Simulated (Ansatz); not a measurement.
# Quasiparticle gap of MoS2 (layered bulk) (P6_3/mmc), part 2 of 3

How far does one-shot GW move the PBEsol gap of MoS2 (layered bulk) (P6_3/mmc)?

Ansatz 0.2.0; PBEsol, then G0W0 on it, plane waves, PAW. Known limits of the many-body steps: finite bands, screening cutoff and k mesh; no spin-orbit coupling in G0W0.

So far. Step 2 (Relaxing the structure): The program's warnings for this run: band table not solved further. The relaxed cell has a = 3.109, c = 11.711 Å (conventional setting).

## Step 3: The PBEsol band structure

Levels along a band path and on the mesh show where this functional puts the band edges.

This step: DFT, PBEsol, plane waves, PAW; PAW set soft_1.

Contents of input.yaml:

```yaml
crystal:
  lattice:
    - [3.1090582659, 0.0, 0.0]
    - [-1.5545291329, 2.6925234401, 0.0]
    - [0.0, 0.0, 11.7111663891]
  atoms:
    - { symbol: Mo, position: [0.3333333333, 0.6666666667, 0.25] }
    - { symbol: S, position: [0.6666666667, 0.3333333333, 0.3834849812] }
    - { symbol: S, position: [0.6666666667, 0.3333333333, 0.1165150188] }
    - { symbol: Mo, position: [0.6666666667, 0.3333333333, 0.75] }
    - { symbol: S, position: [0.3333333333, 0.6666666667, 0.8834849812] }
    - { symbol: S, position: [0.3333333333, 0.6666666667, 0.6165150188] }
kpoints:
  mp_grid: { grid: [12, 12, 2] }
  band_path:
    path:
      - [[0.0, 0.0, 0.0], [0.5, 0.0, 0.0], [0.33333333, 0.33333333, 0.0], [0.0, 0.0, 0.0], [0.0, 0.0, 0.5], [0.5, 0.0, 0.5], [0.33333333, 0.33333333, 0.5], [0.0, 0.0, 0.5]]
      - [[0.5, 0.0, 0.5], [0.5, 0.0, 0.0]]
      - [[0.33333333, 0.33333333, 0.5], [0.33333333, 0.33333333, 0.0]]
    npoints: 10
hamiltonian:
  xc: pbesol
  pseudopotentials: { kind: paw, azcp: { folder: soft_1 }, xc_functional: pbe }
scf:
  occupations: { method: fermi_dirac, width: 0.02 }
  n_extra_bands: 6
output:
  eigenvalues: true
  forces: true
  stress: true
  write_density: true
  write_potential: true
  elf: true
  volumetric_format: npy
```

The run is started by

```
$ ansatz run input.yaml --threads 2 --pin off --max-ram 92160MiB --backend cuda --events-out ev --progress --plain --runs-dir out --devices 1 --max-vram 13GiB
```

Numbers of over 12 decimals in the logs are rounded to 6 here.

Log:

```text
[...]
GPUs: using 1 of 1 available (devices: 1).
[...]
GPU FFT provider: cuFFT
GPU libraries: cuBLAS 13.8.2, cuFFT 12.4.0, cuSOLVER 12.3.4
Crystal: 6 atoms, lattice volume = 98.037 Å³
Basis set: ecut = 420 eV, 1887 PW (Γ), exchange–correlation on 48×48×160 points (8 copies of the dense FFT grid, shifted against one another)
Bands: 32, of which v1, the nominal top of the filled ones, is band 26 counted from 1 (25 counted from 0)
Symmetry: 24 space group operations
[...]
k-points: 38 of 288
[...]
GPU buffer pool allocated for 46080 grid points (all kernels)
[...]
SCF iter   1: F=—  HF=-13341.933399 eV  |F-HF|=—  |Δ(HF+E_count)|=         —  Δρ=6.13e-2  dr2=4.71e0  ethr=3.10e-3  ⟨swp⟩=9.5  Hψ=6885  notcnv=0
[...]
SCF iter   8: F=-13340.307183 eV  HF=-13340.307183 eV  |F-HF|=5.84e-10  |Δ(HF+E_count)|=   2.21e-7  Δρ=2.51e-6  dr2=7.62e-9  ethr=1.92e-10  ⟨swp⟩=14.3  Hψ=10006  notcnv=0
SCF 1 converged in 8 iterations: F = -13340.307183 eV  dr2 = 7.62e-9
[...]
NSCF: frozen V_eff on 93 k-points
SCF converged after 8 iterations
Free energy (F): -13340.307183 eV
[...]
Internal energy: -13340.307183 eV  (E = F + TS)
E sigma→0 (E₀):  -13340.307183 eV
Entropy (-TS):   -0.000000 eV (-0.000 meV/atom)
Fermi energy:    12.742162 eV
[...]
--- Forces (eV/Å), atoms counted from 1 ---
  atom   1  Mo     0.00000000    -0.00000000     0.00000000
  atom   2  S      0.00000000    -0.00000000    -0.01519062
  atom   3  S      0.00000000    -0.00000000     0.01519062
  atom   4  Mo    -0.00000000     0.00000000     0.00000000
  atom   5  S     -0.00000000     0.00000000    -0.01519062
  atom   6  S     -0.00000000     0.00000000     0.01519062
  max |Σ_I F_I| component: 1.97e-17 eV/Å
--- Stress (GPa, compression-positive) ---
        4.033812       0.000000       0.000000
        0.000000       4.033812       0.000000
        0.000000       0.000000       4.186273
  P = ⅓ Tr σ = 4.0846 GPa (40.846 kbar)
--- Band table (eV; the first three rows and the last of 38) ---
  k-point 0: bands = [... 22 lower, 10.2263, 10.8889, 11.5243, 12.4876, 14.5216, 14.5216, 14.5705, 14.5705, ... 2 higher]
  k-point 1: bands = [... 22 lower, 10.1803, 10.1803, 12.2274, 12.2274, 14.5180, 14.5180, 14.5180, 14.5180, ... 2 higher]
  k-point 2: bands = [... 22 lower, 10.2764, 10.9188, 11.5923, 12.2065, 14.4152, 14.4545, 14.4816, 14.5266, ... 2 higher]
  k-point 37: bands = [... 22 lower, 9.3198, 9.3198, 11.5586, 11.5586, 13.5356, 13.5356, 14.4728, 14.4728, ... 2 higher]
```

Elapsed: 9.4 s, on 1 × NVIDIA H100 80GB HBM3 (shared by 6 runs) with 2 threads of AMD EPYC 7R13 (Zen 3), shared host; peak memory 0.96 GiB.

Reading the cycles: dr2 is the Hartree energy of the density residual (eV), the measure of convergence; HF is the Harris–Foulkes estimate of the energy, which meets the free energy F at convergence.

This step gave:

```
pressure             : 4.085 GPa
filled bands         : 26
gap                  : 0.5451 eV
valence top at       : Γ
conduction bottom at : k = (0.167, 0.167, 0.000)
least direct gap     : 1.793 eV
```

Over mesh and path the gap is 0.545 eV, from k = Γ to k = (0.167, 0.167, 0.000). The least direct gap found is 1.793 eV, at k = (0.333, 0.333, 0.000). The pressure in this cell is 4 GPa; the cell is kept.

Electronic bands along the path, in eV, zero at the top of the highest nominally filled band:

| point | band 23 | band 24 | band 25 | band 26 | band 27 | band 28 | band 29 | band 30 |
| --- | --- | --- | --- | --- | --- | --- | --- | --- |
| Γ | -2.26 | -1.60 | -0.96 | 0.00 | 2.03 | 2.03 | 2.08 | 2.08 |
| halfway | -2.52 | -1.86 | -1.72 | -1.65 | 1.01 | 1.42 | 1.81 | 1.98 |
| M | -1.93 | -1.73 | -1.55 | -1.52 | 1.60 | 1.68 | 1.90 | 2.35 |
| halfway | -3.06 | -2.44 | -1.38 | -1.05 | 1.40 | 1.59 | 1.97 | 2.23 |
| K | -2.80 | -2.80 | -1.05 | -0.75 | 1.04 | 1.04 | 1.28 | 2.77 |
| halfway | -1.94 | -1.81 | -1.73 | -1.71 | 0.55 | 1.61 | 1.62 | 1.64 |
| Γ | -2.26 | -1.60 | -0.96 | 0.00 | 2.03 | 2.03 | 2.08 | 2.08 |
| halfway | -2.27 | -2.12 | -0.62 | -0.06 | 2.03 | 2.03 | 2.05 | 2.05 |
| A | -2.31 | -2.31 | -0.26 | -0.26 | 2.03 | 2.03 | 2.03 | 2.03 |
| halfway | -2.35 | -2.35 | -1.65 | -1.65 | 1.45 | 1.45 | 1.59 | 1.59 |
| L | -1.74 | -1.74 | -1.60 | -1.60 | 1.63 | 1.63 | 2.15 | 2.15 |
| halfway | -2.87 | -2.87 | -1.20 | -1.20 | 1.50 | 1.50 | 2.23 | 2.23 |
| H | -3.17 | -3.17 | -0.93 | -0.93 | 1.05 | 1.05 | 1.99 | 1.99 |
| halfway | -1.99 | -1.99 | -1.71 | -1.71 | 1.00 | 1.00 | 1.78 | 1.78 |
| A | -2.31 | -2.31 | -0.26 | -0.26 | 2.03 | 2.03 | 2.03 | 2.03 |
| jump to L | -1.74 | -1.74 | -1.60 | -1.60 | 1.63 | 1.63 | 2.15 | 2.15 |
| halfway | -1.88 | -1.69 | -1.61 | -1.54 | 1.61 | 1.66 | 1.98 | 2.30 |
| M | -1.93 | -1.73 | -1.55 | -1.52 | 1.60 | 1.68 | 1.90 | 2.35 |
| jump to H | -3.17 | -3.17 | -0.93 | -0.93 | 1.05 | 1.05 | 1.99 | 1.99 |
| halfway | -2.94 | -2.94 | -1.02 | -0.81 | 1.05 | 1.05 | 1.48 | 2.57 |
| K | -2.80 | -2.80 | -1.05 | -0.75 | 1.04 | 1.04 | 1.28 | 2.77 |

Electrostatic potential energy in the ac plane at fractional y = 0.333, with atoms of S and Mo within 0.2 Å of it. With pseudopotentials it is smooth inside the atoms' cores, unlike the true potential.

Ten even steps from '_' (-44 eV) to '@' (16 eV), each cell a mean:
```
@@@@@@@@@@@@@@@@@@@@@@@@@@@@@@@@
@@@@%%%%%%@@@@@@@@@@@@@@@@@@@@@@
%%%%######%%%%@@@@@@@@@@@@@@@@@@
%%%%%%%%%%%%%%%%%%%%####%%%%%%%%
%%%%@@@@@@%%##**==::....::--++##
##%%@@@@%%%%++::____________..==
##%%@@@@%%%%**--..__________::++
%%%%%%%%%%%%%%##**++======**##%%
%%%%####%%%%%%@@@@@@%%%%@@@@@@@@
%%%%%%##%%%%@@@@@@@@@@@@@@@@@@@@
@@@@@@@@@@@@@@@@@@@@@@@@@@@@@@@@
@@@@@@@@@@@@@@@@@@@@@@@@@@@@@@@@
@@@@@@@@@@@@@@@@@@%%%%%%%%@@@@@@
@@@@@@@@@@@@%%##++--------==**%%
%%@@@@@@@@@@##==::::----::..--##
%%@@@@@@@@%%%%**==::::::::--++##
%%%%####%%%%%%%%%%########%%%%%%
##**++++**####%%@@@@@@@@@@@@%%%%
####******##%%%%%%@@@@@@@@%%%%%%
%%%%%%%%%%%%%%%%##++++==++**##%%
%%@@@@@@@@%%##++::::::--::::==##
%%@@@@@@@@@@%%++::::----::::==##
@@@@@@@@@@@@@@%%##**++++++##%%@@
@@@@@@@@@@@@@@@@@@@@@@@@@@@@@@@@
```
Columns run along a (3.1 Å; values clipped at the 3rd and 97th percentile), rows up along c (11.7 Å). Atoms in or near the plane, at fractional coordinates: S at (0.67, 0.38), S at (0.67, 0.12), Mo at (0.67, 0.75).

Valence density in the ac plane at fractional y = 0.333, with atoms of S and Mo within 0.2 Å of it. It is the smooth field of the valence electrons, not physical close to the nuclei.

Ten steps, logarithmic in the rise over the least value, from '0' (0.1 e/Å³) to '9' (6.8 e/Å³), each cell a mean:
```
1111111000000000
3333332210000112
4444443322222223
4444444334444333
4333334567888764
4332345789999986
4333335689999875
4344344456666544
4444444333333333
3444443221111123
2233222100000011
0000000001111000
1000001233444322
3111123455665554
4222234565435555
4322334555555655
4344444444554444
4555544333333333
4455544333333333
4333334455555554
4322334565445655
3211234555545554
2100113445555543
0000001122332211
```
Columns run along a (3.1 Å), rows up along c (11.7 Å). Atoms in or near the plane, at fractional coordinates: S at (0.67, 0.38), S at (0.67, 0.12), Mo at (0.67, 0.75).

## Step 4: One-shot GW

G0W0 replaces the xc potential by a self-energy built once from the orbitals of the start. Levels are corrected in the window of bands that the input names, at points of the mesh.

This step: G0W0 on PBEsol, plane waves, PAW; PAW set soft_1.

input.yaml, the sections that differ from step 3:

```yaml
kpoints:
  mp_grid: { grid: [9, 9, 2] }
scf:
  occupations: { method: fixed }
gw:
  n_empty_bands: 408
  ecut_chi: 150.0
  qp_bands: [v2, c2]
  qp_kpoints: band_edges
  screening: { model: contour_deformation }
# crystal, hamiltonian: as in step 3
# output: removed
```

Log:

```text
GPUs: using 1 of 1 available (devices: 1).
[...]
GPU FFT provider: cuFFT
GPU libraries: cuBLAS 13.8.2, cuFFT 12.4.0, cuSOLVER 12.3.4
Crystal: 6 atoms, lattice volume = 98.037 Å³
Basis set: ecut = 420 eV, 1887 PW (Γ)
Bands: 32, of which v1, the nominal top of the filled ones, is band 26 counted from 1 (25 counted from 0)
Symmetry: 24 space group operations
[...]
k-points: 24 of 162
[...]
GPU buffer pool allocated for 46080 grid points (all kernels)
[...]
SCF iter   1: F=—  HF=-13341.933250 eV  |F-HF|=—  |Δ(HF+E_count)|=         —  Δρ=6.14e-2  dr2=4.73e0  ethr=3.10e-3  ⟨swp⟩=5.1  Hψ=3477  notcnv=0  defer=35
[...]
SCF iter   8: F=-13340.307116 eV  HF=-13340.307116 eV  |F-HF|=1.31e-8  |Δ(HF+E_count)|=   1.92e-6  Δρ=9.52e-6  dr2=9.78e-8  ethr=1.92e-10  ⟨swp⟩=6.2  Hψ=4142  notcnv=0
SCF 1 converged in 8 iterations: F = -13340.307116 eV  dr2 = 9.78e-8
[...]
NSCF: frozen V_eff on 24 k-points, pencils in batches of 32, up to order 128
the band table was solved once the SCF had ended and its energy, with any forces and stress, was formed, with the checks that follow a solve (3165 applications of the Hamiltonian). They found nothing against the state; the energy, forces and stress were not computed again (output.eigenvalues in the input reference)
[...]
G₀W₀ screening: q 1/24
[... further progress lines ...]
[...]
SCF converged after 8 iterations
Free energy (F): -13340.307116 eV
[...]
Internal energy: -13340.307116 eV  (E = F + TS)
E sigma→0 (E₀):  -13340.307116 eV
Fermi energy:    12.487584 eV
[...]
--- Band table (eV; the first three rows and the last of 24) ---
  k-point 0: bands = [... 22 lower, 10.2263, 10.8889, 11.5242, 12.4876, 14.5216, 14.5216, 14.5705, 14.5705, ... 2 higher]
  k-point 1: bands = [... 22 lower, 10.1803, 10.1803, 12.2274, 12.2274, 14.5181, 14.5181, 14.5181, 14.5181, ... 2 higher]
  k-point 2: bands = [... 22 lower, 10.2841, 10.9336, 11.5599, 11.9998, 14.3352, 14.3451, 14.3833, 14.4688, ... 2 higher]
  k-point 23: bands = [... 22 lower, 9.3198, 9.3198, 11.5587, 11.5587, 13.5356, 13.5356, 14.4728, 14.4728, ... 2 higher]
--- G₀W₀: contour deformation, 8 samples at zero and on the imaginary axis and 1 off it, 162 q-points, 408 empty bands' worth ---
  eigenvalues of the whole cell's RPA ε∞ on this k-mesh (on a slab, of 1 + 4πα/V) = 8.5952, 15.4854, 15.4854; static W/v taken at q = 0 is 0.077884
  gw.qp_kpoints: band_edges: 16 of 24 stored k-points solved, in 1 pass; an edge of the gap read off the rows below is read off those points alone
    valence top: of the k-points left out ik 16 came nearest to being solved in a further pass, in band 26 (counted from 1, as in the quasiparticle table): it holds the edge there only if its correction is more favourable than any solved in that band by at least 1.050 eV; those differ by 0.463 eV
    conduction bottom: of the k-points left out ik 19 came nearest to being solved in a further pass, in band 27 (counted from 1, as in the quasiparticle table): it holds the edge there only if its correction is more favourable than any solved in that band by at least 0.454 eV; those differ by 0.281 eV
    ik  band        ε_KS         Σx   Σc(E_QP)       V_xc       Z   E_QP_lin       E_QP  E_QP is
     0    25     11.5242   -18.6424     1.6742   -16.5369  0.7569    11.0904    11.0930  root
     0    26     12.4876   -19.7167     0.3234   -19.3384  0.7475    12.4327    12.4327  root
     0    27     14.5216   -13.8526    -4.3993   -18.5970  0.7474    14.8686    14.8666  root
     0    28     14.5216   -13.8526    -4.3993   -18.5970  0.7474    14.8686    14.8666  root
     1    25     12.2274   -19.4407     0.6582   -18.6561  0.7499    12.1010    12.1012  root
     1    26     12.2274   -19.4407     0.6582   -18.6561  0.7499    12.1010    12.1012  root
     1    27     14.5181   -13.7702    -4.3737   -18.4734  0.7468    14.8495    14.8476  root
     1    28     14.5181   -13.7702    -4.3737   -18.4734  0.7468    14.8495    14.8476  root
     2    25     11.5599   -18.6927     1.6590   -16.6052  0.7568    11.1290    11.1315  root
     2    26     11.9998   -19.4383     0.5775   -18.7888  0.7475    11.9278    11.9279  root
     2    27     14.3352   -13.9093    -4.3124   -18.4846  0.7389    14.5994    14.5981  root
     2    28     14.3451   -13.7974    -4.4744   -18.6472  0.7524    14.7227    14.7205  root
     3    25     11.9015   -19.3545     0.8303   -18.3857  0.7492    11.7629    11.7630  root
     3    26     11.9015   -19.3545     0.8303   -18.3857  0.7492    11.7629    11.7630  root
     3    27     14.3619   -13.8823    -4.4452   -18.6756  0.7484    14.7120    14.7100  root
     3    28     14.3619   -13.8823    -4.4452   -18.6756  0.7484    14.7120    14.7100  root
     4    25     10.9592   -18.7959     1.8246   -16.5710  0.7496    10.5564    10.5588  root
     4    26     10.9738   -19.2947     1.0903   -18.1513  0.7403    10.9207    10.9207  root
     4    27     13.5536   -13.7971    -4.1177   -18.2315  0.7513    13.8716    13.8703  root
     4    28     13.9733   -14.3213    -4.1565   -18.7983  0.7427    14.2954    14.2937  root
     6    25     10.4682   -19.6944     1.7637   -17.6939  0.7440    10.2304    10.2314  root
     6    26     10.6999   -19.1885     1.2679   -17.8660  0.7397    10.6452    10.6453  root
     6    27     13.6763   -14.3606    -4.3583   -19.1202  0.7458    14.0802    14.0776  root
     6    28     13.8491   -15.3705    -4.4120   -20.2239  0.7393    14.2939    14.2905  root
     8    25     10.8859   -19.1025     1.7108   -17.0589  0.7518    10.5516    10.5532  root
     8    26     10.9471   -18.6331     1.2266   -17.2740  0.7490    10.8143    10.8146  root
     8    27     14.0376   -16.5917    -4.7693   -21.9050  0.7300    14.5874    14.5816  root
     8    28     14.1471   -16.5491    -4.8194   -21.8995  0.7283    14.6843    14.6782  root
    10    25     11.2541   -19.3489     0.9525   -18.3277  0.7428    11.1854    11.1855  root
    10    26     11.2920   -18.8236     1.7411   -16.6702  0.7534    10.8773    10.8797  root
    10    27     13.5506   -13.6525    -3.9746   -17.9079  0.7521    13.8324    13.8314  root
    10    28     14.1102   -14.0892    -4.5567   -19.0901  0.7560    14.5574    14.5544  root
    12    25     10.6925   -19.7689     1.3111   -18.4033  0.7369    10.6380    10.6381  root
    12    26     10.7748   -19.7795     1.2389   -18.5156  0.7369    10.7498    10.7498  root
    12    27     13.1308   -13.6907    -3.9162   -17.9441  0.7563    13.4693    13.4680  root
    12    28     14.0672   -14.8734    -4.5743   -19.8713  0.7377    14.4940    14.4907  root
    13    25     10.7630   -19.7423     1.2937   -18.3921  0.7379    10.7065    10.7065  root
    13    26     10.7630   -19.7423     1.2937   -18.3921  0.7379    10.7065    10.7065  root
    13    27     13.5720   -14.0822    -4.1429   -18.5897  0.7521    13.9383    13.9365  root
    13    28     13.5720   -14.0822    -4.1429   -18.5897  0.7521    13.9383    13.9365  root
[...]
21    25     11.2833   -19.1395     0.7048   -18.4342  0.7465    11.2828    11.2828  root
    21    26     11.2833   -19.1395     0.7048   -18.4342  0.7465    11.2828    11.2828  root
    21    27     13.8542   -15.7566    -4.2644   -20.4516  0.7395    14.2882    14.2848  root
    21    28     13.8542   -15.7566    -4.2644   -20.4516  0.7395    14.2882    14.2848  root
    22    25     11.4385   -18.8996     0.4605   -18.4762  0.7480    11.4756    11.4756  root
    22    26     11.7379   -19.4805     0.3253   -19.2055  0.7477    11.7882    11.7882  root
    22    27     13.5312   -16.2024    -4.0538   -20.7101  0.7425    13.9879    13.9850  root
    22    28     13.5312   -16.2024    -4.0538   -20.7101  0.7425    13.9879    13.9850  root
    23    25     11.5587   -19.0606     0.3837   -18.7213  0.7482    11.6031    11.6031  root
    23    26     11.5587   -19.0606     0.3837   -18.7213  0.7482    11.6031    11.6031  root
    23    27     13.5356   -16.1886    -4.0524   -20.6929  0.7426    13.9904    13.9875  root
    23    28     13.5356   -16.1886    -4.0524   -20.6929  0.7426    13.9904    13.9875  root
```

Elapsed: 68 s, on 1 × NVIDIA H100 80GB HBM3 (shared by 6 runs) with 2 threads; peak memory 2.1 GiB.

Numbers from this step:

* bands summed: 434
* RPA ε∞ on this mesh (eigenvalues): 8.595, 15.49, 15.49
* plane waves in the screening matrix: 401
* q-points in the mesh: 162
* G0W0 gap over the corrected points: 1.035 eV
* k of the valence top: 0, 0, 0
* k of the conduction bottom: 0.1111, 0.2222, 0
* starting gap on the mesh: 0.6432 eV
* Z at the valence top: 0.7475
* Z at the conduction bottom: 0.7563
* least direct G0W0 gap over the corrected points: 2.197 eV

Over 16 of 24 irreducible mesh points the G0W0 gap is 1.035 eV, from k = Γ to k = (0.111, 0.222, 0.000). The PBEsol gap of this run on the mesh is 0.643 eV. The two states that bound the G0W0 gap lie that far apart at the start, so the correction of the gap is 1.035 − 0.643 = +0.392 eV. The start of this run differs from the step before in mesh (12×12×2 and 9×9×2).

Labels follow the order of the start: v1 is the top filled band, c1 the lowest empty one; levels that stay degenerate share a row, the window can cut a multiplet, doubted levels are not marked in this list, bands outside the window were not corrected, and the list may be a part of the corrected levels. Levels before and after the correction, in eV, zero at the valence-band top of each column:

|  | conduction bottom | valence top |
| --- | --- | --- |
| Kohn-Sham | 0.64 | 0.00 |
| G0W0 | 1.04 | 0.00 |

|  | level | occupation | energy (eV) |
| --- | --- | --- | --- |
| Kohn-Sham | Γ v2 | 2 | -0.963 |
| Kohn-Sham | Γ v1 | 2 | 0.000 |
| Kohn-Sham | Γ c1-c2 | 0 | 2.034 |
| Kohn-Sham | (0.111 0.222 0) v2 | 2 | -1.795 |
| Kohn-Sham | (0.111 0.222 0) v1 | 2 | -1.713 |
| Kohn-Sham | (0.111 0.222 0) c1 | 0 | 0.643 |
| Kohn-Sham | (0.111 0.222 0) c2 | 0 | 1.580 |
| G0W0 | Γ v2 | 2 | -1.340 |
| G0W0 | Γ v1 | 2 | 0.000 |
| G0W0 | Γ c1-c2 | 0 | 2.434 |
| G0W0 | (0.111 0.222 0) v2 | 2 | -1.795 |
| G0W0 | (0.111 0.222 0) v1 | 2 | -1.683 |
| G0W0 | (0.111 0.222 0) c1 | 0 | 1.035 |
| G0W0 | (0.111 0.222 0) c2 | 0 | 2.058 |

The parts of the quasiparticle energy for the two states that bound the G0W0 gap, in eV on the run's own scale (QP = start + Σx + Σc − Vxc, with Σc at the quasiparticle energy):

| edge | k | band | start | Σx | Σc | Vxc | Z | QP |
| --- | --- | --- | --- | --- | --- | --- | --- | --- |
| valence top | Γ | 26 | 12.488 | −19.717 | 0.323 | −19.338 | 0.748 | 12.433 |
| conduction bottom | (0.111, 0.222, 0.000) | 27 | 13.131 | −13.691 | −3.916 | −17.944 | 0.756 | 13.468 |

(Continued in part 3 of 3.)

[Paths, hosts, dates, memory and timing lines, banners, echoed tables and standing remarks are left out of the program output.]

[Logs are printed without paths, hosts, clocks, repeated set-up lines and the standing remarks that a program may print on its own settings, such as how far it seeks lower states.]

[Runs of the session that timed out or met a known fault of the program may be left out.]

[Cells called generated may have been cut or substituted from an entry of the Crystallography Open Database or the Materials Project.]

[Hosts, paths, dates, database ids (printed as entryN), source tags and the programs' standing remarks are cut or masked in the printed files.]

[Where an RPA ε∞ is given, it is that of the G0W0 mesh and is not shown converged in it. Names of k-points follow the symmetry that the program found, which can be lower than the space group named. Band edges on a path are those of the sampled points; other points can move an edge, and change direct to indirect where valleys lie close.]

[Hybrid gaps are those of their k-mesh and are not shown converged in it.]
